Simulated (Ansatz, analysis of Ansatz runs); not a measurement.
## BaMnO3 (P6_3mc): does an added hole stay on Mn?

Question: does an added hole stay on the Mn atom where it is started in BaMnO3 (P6_3mc), and if so, how high is the barrier for a hop to another Mn site nearby? Model: a cell of 60 host atoms.

Method: plane-wave PAW DFT, PBEsol+U; relaxation of all atoms of a supercell at fixed charge in a uniform background, in Ansatz 0.2.0.

### 1. Set-up

The cell holds 60 atoms: 12 Ba, 12 Mn and 36 O. Cell: a = 9.807 Å, b = 9.807 Å, c = 9.735 Å, α = 90.0°, β = 90.0°, γ = 120.0°. It derives from BaMnO3 (space group P6_3mc). Nearest the centre at fractional (0.333, 0.667, 0.730): Mn38 at 0.00 Å, O44 at 1.90 Å, O47 at 1.90 Å, O49 at 1.90 Å, O59 at 1.91 Å, O55 at 1.91 Å, O53 at 1.91 Å, Mn11 at 2.43 Å.

Hubbard terms: Mn d 4.0 eV. They were chosen, not fitted, to curb self-interaction in the shells named, the trial site's among them. The two sites are Mn11 and Mn41. The cell's shortest repeat is 9.7 Å. The host's moments were started antiferromagnetic in the unit cell, high spin; both sites carry the same spin direction.

### 2. The cell without the carrier

The neutral cell is relaxed first, from small random displacements, so that bond lengths and moments with the carrier can be set beside those of a relaxed cell without it.

neutral.relax/input.yaml

```yaml
crystal:
  lattice:
    - [8.49291946, 4.90338933, 0.0]
    - [-8.49291946, 4.90338933, 0.0]
    - [0.0, 0.0, 9.7354491]
  atoms:
    - { symbol: Ba, position: [0.0, 0.333333, 0.379739] }
    - { symbol: Ba, position: [0.333333, 0.0, 0.379739] }
    - { symbol: Ba, position: [0.666667, 0.666667, 0.379739] }
    - { symbol: Ba, position: [0.0, 0.666667, 0.129741] }
    - { symbol: Ba, position: [0.333333, 0.333333, 0.129741] }
    - { symbol: Ba, position: [0.666667, 0.0, 0.129741] }
    - { symbol: Mn, position: [0.0, 0.0, 0.230157], spin: 3.0 }
    - { symbol: Mn, position: [0.333333, 0.666667, 0.230157], spin: 3.0 }
    - { symbol: Mn, position: [0.666667, 0.333333, 0.230157], spin: 3.0 }
    - { symbol: Mn, position: [0.0, 0.0, 0.480157], spin: -3.0 }
    - { symbol: Mn, position: [0.333333, 0.666667, 0.480157], spin: -3.0 }
    - { symbol: Mn, position: [0.666667, 0.333333, 0.480157], spin: -3.0 }
    - { symbol: O, position: [0.0, 0.850558, 0.354387] }
    - { symbol: O, position: [0.333333, 0.517225, 0.354387] }
    - { symbol: O, position: [0.666667, 0.183891, 0.354387] }
    - { symbol: O, position: [0.149442, 0.149442, 0.354387] }
    - { symbol: O, position: [0.482775, 0.816109, 0.354387] }
    - { symbol: O, position: [0.816109, 0.482775, 0.354387] }
    - { symbol: O, position: [0.183891, 0.666667, 0.354387] }
    - { symbol: O, position: [0.517225, 0.333333, 0.354387] }
    - { symbol: O, position: [0.850558, 0.0, 0.354387] }
    - { symbol: O, position: [0.0, 0.149442, 0.104387] }
    - { symbol: O, position: [0.333333, 0.816109, 0.104387] }
    - { symbol: O, position: [0.666667, 0.482775, 0.104387] }
    - { symbol: O, position: [0.183891, 0.517225, 0.104387] }
    - { symbol: O, position: [0.517225, 0.183891, 0.104387] }
    - { symbol: O, position: [0.850558, 0.850558, 0.104387] }
    - { symbol: O, position: [0.149442, 0.0, 0.104387] }
    - { symbol: O, position: [0.482775, 0.666667, 0.104387] }
    - { symbol: O, position: [0.816109, 0.333333, 0.104387] }
    - { symbol: Ba, position: [0.0, 0.333333, 0.879739] }
    - { symbol: Ba, position: [0.333333, 0.0, 0.879739] }
    - { symbol: Ba, position: [0.666667, 0.666667, 0.879739] }
    - { symbol: Ba, position: [0.0, 0.666667, 0.629741] }
    - { symbol: Ba, position: [0.333333, 0.333333, 0.629741] }
    - { symbol: Ba, position: [0.666667, 0.0, 0.629741] }
    - { symbol: Mn, position: [0.0, 0.0, 0.730157], spin: 3.0 }
    - { symbol: Mn, position: [0.333333, 0.666667, 0.730157], spin: 3.0 }
    - { symbol: Mn, position: [0.666667, 0.333333, 0.730157], spin: 3.0 }
    - { symbol: Mn, position: [0.0, 0.0, 0.980157], spin: -3.0 }
    - { symbol: Mn, position: [0.333333, 0.666667, 0.980157], spin: -3.0 }
    - { symbol: Mn, position: [0.666667, 0.333333, 0.980157], spin: -3.0 }
    - { symbol: O, position: [0.0, 0.850558, 0.854387] }
    - { symbol: O, position: [0.333333, 0.517225, 0.854387] }
    - { symbol: O, position: [0.666667, 0.183891, 0.854387] }
    - { symbol: O, position: [0.149442, 0.149442, 0.854387] }
    - { symbol: O, position: [0.482775, 0.816109, 0.854387] }
    - { symbol: O, position: [0.816109, 0.482775, 0.854387] }
    - { symbol: O, position: [0.183891, 0.666667, 0.854387] }
    - { symbol: O, position: [0.517225, 0.333333, 0.854387] }
    - { symbol: O, position: [0.850558, 0.0, 0.854387] }
    - { symbol: O, position: [0.0, 0.149442, 0.604387] }
    - { symbol: O, position: [0.333333, 0.816109, 0.604387] }
    - { symbol: O, position: [0.666667, 0.482775, 0.604387] }
    - { symbol: O, position: [0.183891, 0.517225, 0.604387] }
    - { symbol: O, position: [0.517225, 0.183891, 0.604387] }
    - { symbol: O, position: [0.850558, 0.850558, 0.604387] }
    - { symbol: O, position: [0.149442, 0.0, 0.604387] }
    - { symbol: O, position: [0.482775, 0.666667, 0.604387] }
    - { symbol: O, position: [0.816109, 0.333333, 0.604387] }
basis:
  ecutwfc: 420
  xc_grid: 2
hamiltonian:
  xc: pbesol
  hubbard: { sites: [{ species: Mn, l: d, u_eff: 4.0 }] }
kpoints:
  mp_grid: { grid: [1, 1, 1] }
magnetization:
  spin_polarized: true
  initial_magnetization: 0
  spin_locking: { lock_magnetization: hard }
scf:
  occupations: { method: fermi_dirac, width: 0.01 }
  max_iter: 120
  lower_state_search: "off"
output:
  forces: true
relax:
  f_tol: 0.02
  max_steps: 70
  random_displacement: { amplitude: 0.04, seed: 6869 }
checkpoint:
  write: "../neutral.relax.run"
  compress: false
  write_wavefunctions: true
  write_every: 100000
```

Launch:

```console
ansatz run input.yaml --threads 8 --pin off --max-ram 17899MiB --backend cpu --events-out ev --progress --plain --runs-dir out
```

Numbers of over 12 decimals in the logs are rounded to 6 here.

Log:

```text
[... repeated set-up lines and file paths are left out, and long positions are rounded to six places ...]
Ba: projections on atomic orbitals take those of the free atom [Kr 4d10] 5s2 5p6 6s2, of charge +0.00 (hamiltonian.pseudopotentials.projection_atoms); the dataset's partial waves leave at most 9.7e-6 of an orbital's norm unspanned inside its sphere
Mn: projections on atomic orbitals take those of the free atom [Ne] 3s2 3p6 3d5 4s2, of charge +0.00 (hamiltonian.pseudopotentials.projection_atoms); the dataset's partial waves leave at most 9.0e-7 of an orbital's norm unspanned inside its sphere
O: projections on atomic orbitals take those of the free atom [He] 2s2 2p4, of charge +0.00 (hamiltonian.pseudopotentials.projection_atoms); the dataset's partial waves leave at most 1.9e-8 of an orbital's norm unspanned inside its sphere
Engine: ansatz 0.2.0, x86_64-unknown-linux-gnu
Pseudopotentials: kind: paw
Pseudopotential: Ba, paw, valence charge 10, recommended cutoff 420 eV (normal), Ba.paw.azcp
Pseudopotential: Mn, paw, valence charge 15, recommended cutoff 420 eV (normal), Mn.paw.azcp
Pseudopotential: O, paw, valence charge 6, recommended cutoff 420 eV (normal), O.paw.azcp
Functional definition: PBEsol
  exchange = pbesol_x
  correlation = pbesol_c
Crystal: 60 atoms, lattice volume = 810.848 Å³
Basis set: ecut = 420 eV, 15885 PW (Γ), exchange–correlation on 144×144×144 points (8 copies of the dense FFT grid, shifted against one another)
Bands: 318, of which v1, the nominal top of the filled ones, is band 258 counted from 1 (257 counted from 0)
Symmetry: 1 space group operations
k-points: 1
[...]
atom  49  O      0.00029277     0.00139148     0.00057595
  [... 3 atoms left out ...]
  atom  53  O     -0.00051425    -0.00178950    -0.00034884
  [... 1 atom left out ...]
  atom  55  O     -0.00058381     0.00098452     0.00013989
  [... 3 atoms left out ...]
  atom  59  O     -0.00109681     0.00010033    -0.00064120
  [... 1 atom left out ...]
  max |Σ_I F_I| component: 3.93e-5 eV/Å
--- Band table (eV) ---
  k-point 0 ↑: bands = ["-71.6322", "-71.6305", "-71.6305", "-71.6304", [... 310 left out ...] "16.2153", "16.2197", "16.5351", "16.5352"]
  k-point 0 ↓: bands = ["-71.6322", "-71.6305", "-71.6305", "-71.6304", [... 310 left out ...] "16.2151", "16.2195", "16.5348", "16.5350"]
Occupation matrices written to <dir>
--- Relaxed structure (5 steps of the walk, 5 accepted, 0 SCFs on fresh bases) ---
  F+E_penalty+E_count = -136983.25646421 eV   max|allowed force component| = 2.922e-3 eV/Å
  atoms:
    - { symbol: Ba, position: [-0.000342, 0.333323, 0.384114] }
    - { symbol: Ba, position: [0.332895, -0.000200, 0.384105] }
[...]
- { symbol: Mn, position: [0.332909, 0.666560, 0.480778] }
[...]
- { symbol: Ba, position: [0.332816, 0.333258, 0.634125] }
[...]
- { symbol: Mn, position: [0.332855, 0.666524, 0.730779] }
[...]
- { symbol: Mn, position: [0.332813, 0.666560, 0.980775] }
    [... 2 atoms left out ...]
    - { symbol: O, position: [0.332842, 0.517181, 0.854973] }
    [... 2 atoms left out ...]
    - { symbol: O, position: [0.482168, 0.815910, 0.854949] }
    [... 1 atom left out ...]
    - { symbol: O, position: [0.183439, 0.666499, 0.854906] }
    [... 3 atoms left out ...]
    - { symbol: O, position: [0.332909, 0.815910, 0.604948] }
    [... 1 atom left out ...]
    - { symbol: O, position: [0.183531, 0.517156, 0.604917] }
    [... 3 atoms left out ...]
    - { symbol: O, position: [0.482251, 0.666530, 0.604973] }
    [... 1 atom left out ...]
[key lines of the parts left out:]
SCF converged after 9 iterations
Magnetization: 0.0000 μB (258.0000 up, 258.0000 down)
Free energy (F): -136983.256464 eV
Fermi energy:    10.482899 (↑ 10.482889, ↓ 10.482910) eV
```

The job ended after 23 s (8 threads of Intel Xeon 6975P-C (Granite Rapids), shared host; peak memory 1.9 GiB; 2.5 min of CPU time).

The largest displacement from an ideal site is 0.043 Å.

### 3. The hole on the first site

The nearest neighbour or neighbours of the site start displaced and the site's starting moment is changed by the carrier's spin, since a carrier doesn't trap itself in the undistorted lattice.

A.relax/input.yaml

```yaml
crystal:
  lattice:
    - [8.49291946, 4.90338933, 0.0]
    - [-8.49291946, 4.90338933, 0.0]
    - [0.0, 0.0, 9.7354491]
  atoms:
    - { symbol: Ba, position: [-0.000342, 0.333323, 0.384114] }
    - { symbol: Ba, position: [0.332895, -0.0002, 0.384105] }
    - { symbol: Ba, position: [0.666098, 0.666557, 0.384177] }
    - { symbol: Ba, position: [-0.0004, 0.666579, 0.134147] }
    - { symbol: Ba, position: [0.332902, 0.33339, 0.134152] }
    - { symbol: Ba, position: [0.666072, -0.000232, 0.134142] }
    - { symbol: Mn, position: [-0.000462, -7.7e-05, 0.228374], spin: 3.0 }
    - { symbol: Mn, position: [0.332866, 0.666589, 0.230776], spin: 3.0 }
    - { symbol: Mn, position: [0.666225, 0.333256, 0.22837], spin: 3.0 }
    - { symbol: Mn, position: [-0.000462, -0.000153, 0.478373], spin: -3.0 }
    - { symbol: Mn, position: [0.332909, 0.66656, 0.480778], spin: -2.0 }
    - { symbol: Mn, position: [0.666208, 0.33322, 0.478378], spin: -3.0 }
    - { symbol: O, position: [-0.000427, 0.85058, 0.35246] }
    - { symbol: O, position: [0.33294, 0.524999, 0.361484] }
    - { symbol: O, position: [0.666238, 0.183935, 0.352451] }
    - { symbol: O, position: [0.148877, 0.149236, 0.352502] }
    - { symbol: O, position: [0.474388, 0.80811, 0.361519] }
    - { symbol: O, position: [0.815544, 0.482585, 0.352514] }
    - { symbol: O, position: [0.19128, 0.666538, 0.361561] }
    - { symbol: O, position: [0.51689, 0.333236, 0.352487] }
    - { symbol: O, position: [0.850204, -0.000149, 0.352494] }
    - { symbol: O, position: [-0.000526, 0.149222, 0.102508] }
    - { symbol: O, position: [0.332811, 0.815934, 0.104933] }
    - { symbol: O, position: [0.666176, 0.48258, 0.102466] }
    - { symbol: O, position: [0.183476, 0.517212, 0.104974] }
    - { symbol: O, position: [0.516884, 0.183922, 0.102506] }
    - { symbol: O, position: [0.850209, 0.850578, 0.102491] }
    - { symbol: O, position: [0.14887, -2.7e-05, 0.102464] }
    - { symbol: O, position: [0.482198, 0.666596, 0.104923] }
    - { symbol: O, position: [0.81556, 0.333312, 0.102475] }
    - { symbol: Ba, position: [-0.000387, 0.333331, 0.884147] }
    - { symbol: Ba, position: [0.332847, -0.000205, 0.884137] }
    - { symbol: Ba, position: [0.666083, 0.666553, 0.884099] }
    - { symbol: Ba, position: [-0.000334, 0.666529, 0.634136] }
    - { symbol: Ba, position: [0.332816, 0.333258, 0.634125] }
    - { symbol: Ba, position: [0.666107, -0.000216, 0.634162] }
    - { symbol: Mn, position: [-0.000511, -0.000149, 0.728373], spin: 3.0 }
    - { symbol: Mn, position: [0.332855, 0.666524, 0.730779], spin: 3.0 }
    - { symbol: Mn, position: [0.666181, 0.333179, 0.728373], spin: 3.0 }
    - { symbol: Mn, position: [-0.000497, -0.0001, 0.978372], spin: -3.0 }
    - { symbol: Mn, position: [0.332813, 0.66656, 0.980775], spin: -3.0 }
    - { symbol: Mn, position: [0.666186, 0.333242, 0.978374], spin: -3.0 }
    - { symbol: O, position: [-0.000504, 0.850552, 0.852526] }
    - { symbol: O, position: [0.332842, 0.517181, 0.854973] }
    - { symbol: O, position: [0.6662, 0.183883, 0.852526] }
    - { symbol: O, position: [0.148789, 0.149214, 0.852455] }
    - { symbol: O, position: [0.482168, 0.81591, 0.854949] }
    - { symbol: O, position: [0.815501, 0.482541, 0.852469] }
    - { symbol: O, position: [0.183439, 0.666499, 0.854906] }
    - { symbol: O, position: [0.516834, 0.333158, 0.85247] }
    - { symbol: O, position: [0.85015, -0.00015, 0.852467] }
    - { symbol: O, position: [-0.000526, 0.149148, 0.602466] }
    - { symbol: O, position: [0.332978, 0.808091, 0.598374] }
    - { symbol: O, position: [0.666136, 0.482481, 0.602483] }
    - { symbol: O, position: [0.191383, 0.525008, 0.598343] }
    - { symbol: O, position: [0.516882, 0.183844, 0.602459] }
    - { symbol: O, position: [0.85021, 0.850493, 0.602476] }
    - { symbol: O, position: [0.148873, -0.000118, 0.602511] }
    - { symbol: O, position: [0.474432, 0.6666, 0.598399] }
    - { symbol: O, position: [0.815536, 0.333212, 0.602498] }
total_charge: 1
basis:
  ecutwfc: 420
  xc_grid: 2
hamiltonian:
  xc: pbesol
  hubbard: { sites: [{ species: Mn, l: d, u_eff: 4.0 }] }
kpoints:
  mp_grid: { grid: [1, 1, 1] }
magnetization:
  spin_polarized: true
  initial_magnetization: 1
  spin_locking: { lock_magnetization: hard }
scf:
  occupations: { method: fermi_dirac, width: 0.01 }
  max_iter: 120
  lower_state_search: "off"
output:
  forces: true
relax:
  f_tol: 0.015
  max_steps: 70
  escape_saddle: false
checkpoint:
  write: "../A.relax.run"
  compress: false
  write_wavefunctions: true
  write_every: 100000
```

Log:

```text
[...]
Crystal: 60 atoms, lattice volume = 810.848 Å³
Basis set: ecut = 420 eV, 15885 PW (Γ), exchange–correlation on 144×144×144 points (8 copies of the dense FFT grid, shifted against one another)
Bands: 318, of which v1, the nominal top of the filled ones, is band 258 counted from 1 (257 counted from 0)
Symmetry: 1 space group operations
[...]
k-points: 1
[...]
Starting moments: Σ|m| = 35 μB on 12 of 60 sites
[...]
SCF iter   1: F=—  HF=-136996.543457 eV  |F-HF|=—  |Δ(HF+E_count)|=         —  Δρ=6.80e-2 (↑6.51e-2 ↓6.80e-2)  dr2=1.27e2  dr2_m=4.07e0  M=1.000 μB ∫|m|=40.209 μB  β_m=0.30  ethr=3.10e-3  ⟨swp⟩=5.0  Hψ=2251  notcnv=0  defer=34
[...]
SCF iter  15: F=-136991.819159 eV  HF=-136991.819160 eV  |F-HF|=8.29e-7  |Δ(HF+E_count)|=   1.56e-7  Δρ=1.10e-5 (↑8.09e-6 ↓1.10e-5)  dr2=1.98e-6  dr2_m=1.34e-7  M=1.000 μB ∫|m|=39.836 μB  ethr=1.09e-9  ⟨swp⟩=4.0  Hψ=1826  notcnv=0
SCF 1 converged in 15 iterations: F = -136991.819159 eV  dr2 = 1.98e-6
[...]
relax step   1: F+E_penalty+E_count = -136991.81915903 eV  Δ(F+E_penalty+E_count) = +0.000e0 eV  max|allowed force component| = 2.090e0 eV/Å  Δτ_max = 0.0000 Å  (15 SCF iters, dr2 threshold 5.63e-6 eV, accepted)
[...]
relax step   2: F+E_penalty+E_count = -136992.31336607 eV  Δ(F+E_penalty+E_count) = -4.942e-1 eV  max|allowed force component| = 9.049e-1 eV/Å  Δτ_max = 0.0663 Å  (8 SCF iters, dr2 threshold 1.00e-4 eV, accepted)
relax step   3: F+E_penalty+E_count = -136992.49465967 eV  Δ(F+E_penalty+E_count) = -1.813e-1 eV  max|allowed force component| = 1.129e-2 eV/Å  Δτ_max = 0.0558 Å  (8 SCF iters, dr2 threshold 5.12e-5 eV, accepted)
iter 1 solved again at ethr=9.68e-9 eV; its pass at ethr=3.10e-3 eV (dr2=4.98e-5 eV) is discarded
[...]
SCF iter   7: F=-136992.494696 eV  HF=-136992.494696 eV  |F-HF|=7.71e-9  |Δ(HF+E_count)|=   2.72e-8  Δρ=1.13e-6 (↑6.25e-7 ↓1.13e-6)  dr2=1.45e-8  dr2_m=1.88e-9  M=1.000 μB ∫|m|=40.118 μB  ethr=1.94e-11  ⟨swp⟩=3.0  Hψ=2141  notcnv=0
SCF 4 converged in 7 iterations: F = -136992.494696 eV  dr2 = 1.45e-8
relax step   4: F+E_penalty+E_count = -136992.49469633 eV  Δ(F+E_penalty+E_count) = -3.667e-5 eV  max|allowed force component| = 1.167e-2 eV/Å  Δτ_max = 0.0000 Å  (7 SCF iters, accepted)
NSCF: frozen V_eff on 1 k-points
[...]
SCF converged after 7 iterations
[...]
Magnetization: 1.0000 μB (258.0000 up, 257.0000 down)
Absolute magnetization: 40.3444 μB (∫|ρ↑−ρ↓|, with the PAW one-centre terms)
[...]
Per-site moments (μB) at R_I (Å): [(-0.00250736, 1.153026), (-0.00250728, 1.153080), (-0.00250748, 1.153027), [... 57 left out ...]
Free energy (F): -136992.494696 eV
[...]
Internal energy: -136992.494693 eV  (E = F + TS)
E sigma→0 (E₀):  -136992.494695 eV
Entropy (-TS):   -0.000003 eV (-0.000 meV/atom)
Fermi energy:    9.178862 (↑ 10.415719, ↓ 9.114252) eV
[...]
--- Forces (eV/Å), atoms counted from 1 ---
  atom   1  Ba    -0.00009655    -0.00069540     0.00061937
  atom   2  Ba    -0.00129568    -0.00058087     0.00183680
  [... 8 atoms left out ...]
  atom  11  Mn     0.00052675     0.00042251     0.00321204
  [... 24 atoms left out ...]
  atom  36  Ba     0.00054358    -0.00941030     0.00222957
  [... 1 atom left out ...]
  atom  38  Mn     0.00057023     0.00142900     0.00209457
  [... 2 atoms left out ...]
  atom  41  Mn     0.00045801     0.00060641    -0.00171358
  [... 2 atoms left out ...]
  atom  44  O     -0.00238147     0.00186319    -0.00881559
  [... 2 atoms left out ...]
  atom  47  O      0.00002876    -0.00395146    -0.00848993
  [... 1 atom left out ...]
  atom  49  O      0.00245992     0.00192834    -0.00826865
  [... 3 atoms left out ...]
  atom  53  O      0.00595212    -0.00338399     0.00674134
  [... 1 atom left out ...]
  atom  55  O      0.00073034     0.00719466     0.00637093
  [... 3 atoms left out ...]
  atom  59  O     -0.00655859    -0.00433472     0.00644181
  [... 1 atom left out ...]
  max |Σ_I F_I| component: 1.30e-5 eV/Å
--- Band table (eV) ---
[...]
Occupation matrices written to <dir>
--- Relaxed structure (4 steps of the walk, 4 accepted, 0 SCFs on fresh bases) ---
  F+E_penalty+E_count = -136992.49469633 eV   max|allowed force component| = 1.167e-2 eV/Å
  atoms:
    - { symbol: Ba, position: [-0.000485, 0.333201, 0.383738] }
    - { symbol: Ba, position: [0.332884, -7.878712243727937e-5, 0.383724] }
    [... 8 atoms left out ...]
    - { symbol: Mn, position: [0.332847, 0.666550, 0.478723] }
    [... 24 atoms left out ...]
    - { symbol: Ba, position: [0.666386, 9.082271615801218e-5, 0.633758] }
    [... 1 atom left out ...]
    - { symbol: Mn, position: [0.332850, 0.666550, 0.728712] }
    [... 2 atoms left out ...]
    - { symbol: Mn, position: [0.332846, 0.666555, 0.978721] }
    [... 2 atoms left out ...]
    - { symbol: O, position: [0.332848, 0.517413, 0.852857] }
    [... 2 atoms left out ...]
    - { symbol: O, position: [0.481990, 0.815695, 0.852852] }
    [... 1 atom left out ...]
    - { symbol: O, position: [0.183714, 0.666554, 0.852847] }
    [... 3 atoms left out ...]
    - { symbol: O, position: [0.332855, 0.815704, 0.602847] }
    [... 1 atom left out ...]
    - { symbol: O, position: [0.183694, 0.517400, 0.602854] }
    [... 3 atoms left out ...]
    - { symbol: O, position: [0.482007, 0.666550, 0.602849] }
    [... 1 atom left out ...]
```

Run time: 21 s. Hardware: 8 threads; peak memory 1.9 GiB.

Step by step:

```
step  energy less that of the first step (eV)  largest force component (eV/Å)
   1                                   0.0000                          2.0896
   2                                  -0.4942                          0.9049
   3                                  -0.6755                          0.0113
   4                                  -0.6755                          0.0117
```

The atoms that moved most (Å):

```
atom      dx      dy      dz  length
 O19  -0.065  -0.037  -0.085   0.113
 O17   0.000   0.075  -0.085   0.113
 O14   0.064  -0.038  -0.084   0.112
 O53  -0.066   0.037   0.044   0.087
 O55  -0.001  -0.075   0.044   0.087
 O59   0.065   0.037   0.043   0.086
 O25   0.000   0.002  -0.021   0.021
 O44  -0.002   0.001  -0.021   0.021
```

The moves above count from the input, in which the site's nearest neighbours were already displaced; the distances below compare with the cell without the carrier.

Distances from Mn11 without and with the hole:

```
atom  without (Å)  with (Å)
 O53         1.90      1.90
 O55         1.90      1.90
 O59         1.90      1.90
 O19         1.91      1.91
 O17         1.91      1.91
 O14         1.91      1.91
```

The largest changes of the moments are 0.03 μB on O59, 0.03 μB on O53 and 0.03 μB on O55. The carrier did not stay on the chosen site.

### 4. Results

```
carrier trapped on the chosen site     : no
size of the moment change on that site : 0.01 μB
```

In words: With PBEsol+U (4 eV) (Mn d 4.0 eV) the hole does not stay on the chosen Mn atom: it is spread over more than 30 atoms in effect, so no hop between such sites was computed. The magnetic order was assumed and need not be the ground state; parallel spins on neighbours help a carrier to spread. The search for lower electronic states was switched off. Another U, a hybrid or another start may give another answer. What this leaves open: sampling at the zone centre alone can move energies of charged and open-shell states by tenths of an eV or more in cells of this size; gap and trapping depend on the U chosen (Mn d 4.0 eV); spin–orbit coupling, which can matter with heavy atoms, is left out.

[Logs are printed without paths, hosts, clocks, repeated set-up lines and the standing remarks that a program may print on its own settings, such as how far it seeks lower states.]

[Hosts, paths, dates, database ids (printed as entryN), source tags and the programs' standing remarks are cut or masked in the printed files.]
